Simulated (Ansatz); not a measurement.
# Mg on W(110): change of the work function, part 4 of 4

How does Mg on the hollow site change the work function of W(110) as the layer fills?

Ansatz 0.2.0; plane-wave DFT, PBE, Ansatz PAW.

So far, work function, upper face (eV): step 2 (the clean slab) 4.84; step 3 (37 atoms, coverage 0.111 ML, cell 3x3) 3.68; step 4 (17 atoms, coverage 0.25 ML, cell 2x2) 3.03.

## 5. The covered slab, k-mesh 6×6×1, coverage 0.5 ML (continued)

The density of states has structure finer than the step of the table below, so its rows give means over 0.25 eV. Peaks (eV: height): -3.280: 26.3, -3.070: 34.5, -2.830: 30.0, -2.440: 27.1, -2.230: 26.1, -1.950: 25.6, 1.620: 25.3.

Table of density of states by energy, zero at the Fermi level; means over each step:

| energy (eV) | density of states (states/eV a cell) |
| --- | --- |
| -7.75 | 0.971 |
| -7.50 | 2.02 |
| -7.25 | 1.99 |
| -7.00 | 2.40 |
| -6.75 | 1.98 |
| -6.50 | 1.63 |
| -6.25 | 5.04 |
| -6.00 | 4.61 |
| -5.75 | 11.0 |
| -5.50 | 8.40 |
| -5.25 | 11.7 |
| -5.00 | 11.1 |
| -4.75 | 14.4 |
| -4.50 | 19.5 |
| -4.25 | 13.3 |
| -4.00 | 12.2 |
| -3.75 | 11.8 |
| -3.50 | 11.9 |
| -3.25 | 20.6 |
| -3.00 | 22.2 |
| -2.75 | 24.8 |
| -2.50 | 21.0 |
| -2.25 | 19.9 |
| -2.00 | 21.2 |
| -1.75 | 21.8 |
| -1.50 | 21.4 |
| -1.25 | 15.7 |
| -1.00 | 14.3 |
| -0.75 | 14.9 |
| -0.50 | 13.2 |
| -0.25 | 12.8 |
| 0.00 | 13.2 |
| 0.25 | 12.1 |
| 0.50 | 12.5 |
| 0.75 | 14.7 |
| 1.00 | 16.6 |
| 1.25 | 19.1 |
| 1.50 | 20.6 |
| 1.75 | 20.3 |

The relaxation took 7 steps and lowered the energy by 0.41 eV; the largest force on the free atoms ends at 0.020 eV/Å.

The covered face has 3.66 eV, -1.19 eV against the clean one; the bare back face has moved by -0.00 eV, a measure of how thin the slab is.

## 6. Adsorbate added, k-mesh 12×12×1, coverage 1 ML

System of this step: MgW4 (Mg/W(110)). The cell holds 5 atoms: 4 W and 1 Mg. Its edges and angles: a = 2.737 Å, b = 2.737 Å, c = 27.425 Å, α = 90.0°, β = 90.0°, γ = 70.5°. Vacuum lies along c.

Another coverage, to see how the dipoles act on each other as their distance changes.

input.yaml reads:

```yaml
crystal:
  lattice:
    - [2.2344574285, -1.58, 0.0]
    - [2.2344574285, 1.58, 0.0]
    - [0.0, 0.0, 27.4250111075]
  atoms:
    - { symbol: W, position: [0.0, 0.0, 0.3281675973] }
    - { symbol: W, position: [0.5, 0.5, 0.4096427668] }
    - { symbol: W, position: [0.0, 0.0, 0.4924990781] }
    - { symbol: W, position: [0.5, 0.5, 0.5724322775] }
    - { symbol: Mg, position: [0.84, 0.84, 0.6718324027] }
kpoints:
  mp_grid: { grid: [12, 12, 1] }
hamiltonian:
  xc: pbe
scf:
  occupations: { method: fermi_dirac, width: 0.1 }
  convergence: { dr2_threshold: 1.0e-08 }
efield:
  axis: 3
  dipole_correction: true
  ramp_position: 0.97
  ramp_width: 0.06
relax:
  f_tol: 0.02
  max_steps: 60
  constraints: [{ sites: [0, 1] }]
output:
  write_potential: true
  write_density: true
  volumetric_format: npy
```

The run is started by

```sh
$ ansatz run input.yaml --threads 4 --pin off --max-ram 16384MiB --backend cpu --events-out ev --progress --plain --runs-dir out
```

Output:

```text
[...]
Crystal: 5 atoms, lattice volume = 193.645 Å³
Basis set: ecut = 420 eV, 3849 PW (Γ), exchange–correlation on 40×40×384 points (8 copies of the dense FFT grid, shifted against one another)
Bands: 40, of which v1, the nominal top of the filled ones, is band 33 counted from 1 (32 counted from 0)
Symmetry: 2 space group operations
[...]
F+E_penalty+E_count = -43460.82552941 eV   max|allowed force component| = 8.129e-3 eV/Å
  atoms:
    - { symbol: W, position: [0.0, 0.0, 0.328168] }
    - { symbol: W, position: [0.5, 0.5, 0.4096427668] }
    - { symbol: W, position: [-0.000677597, -0.000677597, 0.492324] }
    - { symbol: W, position: [0.498713, 0.498713, 0.573688] }
    - { symbol: Mg, position: [0.998272, 0.998272, 0.661999] }
[key lines of the parts left out:]
SCF converged after 7 iterations
Free energy (F): -43460.825529 eV
Fermi energy:    5.580100 eV
Dipole field:    D = 0.031687 V/Å  (p = 0.033909 e·Å, saw-weighted, corrected)
Work function:   Φ+ = 4.0055 eV   Φ− = 4.8745 eV
```

It took 25 s on 4 threads of AMD EPYC 9R14 (Zen 4), shared host; peak memory 0.7 GiB; 95 s of CPU time.

Relaxation path:

| step | energy less that of the first step (eV) | largest force component (eV/Å) |
| --- | --- | --- |
| 1 | 0.0000 | 0.8386 |
| 2 | -0.0866 | 0.8169 |
| 3 | -0.1608 | 0.1559 |
| 4 | -0.1844 | 0.0788 |
| 5 | -0.1925 | 0.0613 |
| 6 | -0.1940 | 0.0081 |

Forces are held to the 2 operations that the program found; a distortion that breaks them can't arise in this run.

The atoms that moved most (Å):

| atom | dx | dy | dz | length |
| --- | --- | --- | --- | --- |
| Mg5 | 0.707 | 0.000 | -0.270 | 0.757 |
| W4 | -0.006 | 0.000 | 0.034 | 0.035 |
| W3 | -0.003 | 0.000 | -0.005 | 0.006 |

Final coordinates:

```xyz
5
Lattice="2.2345 -1.5800 0.0000 2.2345 1.5800 0.0000 0.0000 0.0000 27.4250" Properties=species:S:1:pos:R:3
W     0.0000    0.0000    9.0000
W     2.2345    0.0000   11.2345
W    -0.0030    0.0000   13.5020
W     2.2287    0.0000   15.7334
Mg    4.4612    0.0000   18.1553
```

Running mean over 2.234 Å of the planar mean; the ramp of the sawtooth is left out. Electron's electrostatic potential energy less the Fermi level against z:

| z (Å) | electron's electrostatic potential energy less the Fermi level (eV) |
| --- | --- |
| 4 | 4.87 |
| 5 | 4.86 |
| 6 | 4.73 |
| 7 | 3.28 |
| 8 | -5.77 |
| 9 | -12.2 |
| 10 | -12.6 |
| 11 | -12.7 |
| 12 | -12.4 |
| 13 | -12.5 |
| 14 | -12.6 |
| 15 | -12.4 |
| 16 | -11.8 |
| 17 | -7.55 |
| 18 | -6.59 |
| 19 | -4.17 |
| 20 | 2.42 |
| 21 | 3.81 |
| 22 | 3.99 |
| 23 | 4.00 |
| 24 | 4.01 |

The relaxation took 6 steps and lowered the energy by 0.19 eV; the largest force on the free atoms ends at 0.0081 eV/Å.

The covered face has 4.01 eV, -0.84 eV against the clean one; the bare back face has moved by -0.02 eV, a measure of how thin the slab is.

## 7. Work function against coverage

This step: plane-wave DFT, PBE, Ansatz PAW; work function against coverage (Ansatz 0.2.0).

The runs are now put side by side.

Numbers from this step:

```yaml
work_function_of_the_clean_face: 4.845 eV
largest_change_of_the_work_function: -1.813 eV
```

Table of work function of the covered face by coverage:

| coverage (adsorbates/nm²) | work function of the covered face (eV) |
| --- | --- |
| 0.00 | 4.84 |
| 1.57 | 3.68 |
| 3.54 | 3.03 |
| 7.08 | 3.66 |
| 14.16 | 4.01 |

The dipole per adsorbate comes from the change of the cell's dipole. Coverage, by row:

| coverage (1/nm²) | coverage (ML) | work function (eV) | change (eV) | dipole per adsorbate, positive end outwards (debye) | mean height of the added atoms over the highest substrate atom (Å) |
| --- | --- | --- | --- | --- | --- |
| 1.573 | 0.1111 | 3.679 | -1.166 | 1.961 | 2.222 |
| 3.541 | 0.25 | 3.032 | -1.813 | 1.352 | 2.224 |
| 7.081 | 0.5 | 3.657 | -1.188 | 0.444 | 2.347 |
| 14.16 | 1 | 4.006 | -0.8391 | 0.153 | 2.422 |

## 8. Outcome

```yaml
work_function_of_the_clean_face: 4.84 eV
work_function_at_0p11_ml: 3.68 eV
work_function_at_0p25_ml: 3.03 eV
work_function_at_0p5_ml: 3.66 eV
work_function_at_1_ml: 4.01 eV
dipole_per_adsorbate_at_0p11_ml_positive_end_outwards: 1.96 D
```

Mg lowers the work function of W(110) at the lowest coverage, by 1.17 eV: the adsorbate layer has its positive end outwards. The dipole per adsorbate falls from 1.96 to 0.15 D as the layer fills. Neighbouring dipoles depolarise each other, and heights and bonding change with coverage too. The work function passes a minimum near 0.25 ML among the coverages run and rises again. The slab has 4 layers, at the tabulated experimental lattice constant, one starting site was run, and quantum-size effects of a slab this thin can reach one or two tenths of an eV.

[Long decimals in the printed logs are rounded to 6 places.]

[Logs are printed without paths, hosts, clocks, repeated set-up lines and the standing remarks that a program may print on its own settings, such as how far it seeks lower states.]

[Hosts, paths, dates, database ids (printed as entryN), source tags and the programs' standing remarks are cut or masked in the printed files.]

[Maps of the electrostatic potential energy from Ansatz leave out the sawtooth potential of an applied field or a dipole correction, so their vacuum need not be flat; planar profiles and work functions include it.]

[The density of states shown here was stored with 400 of the rows of the run's finer table, so its peaks can read low, often by over a quarter, or be missed, and its means over a window can be off by a tenth or more.]
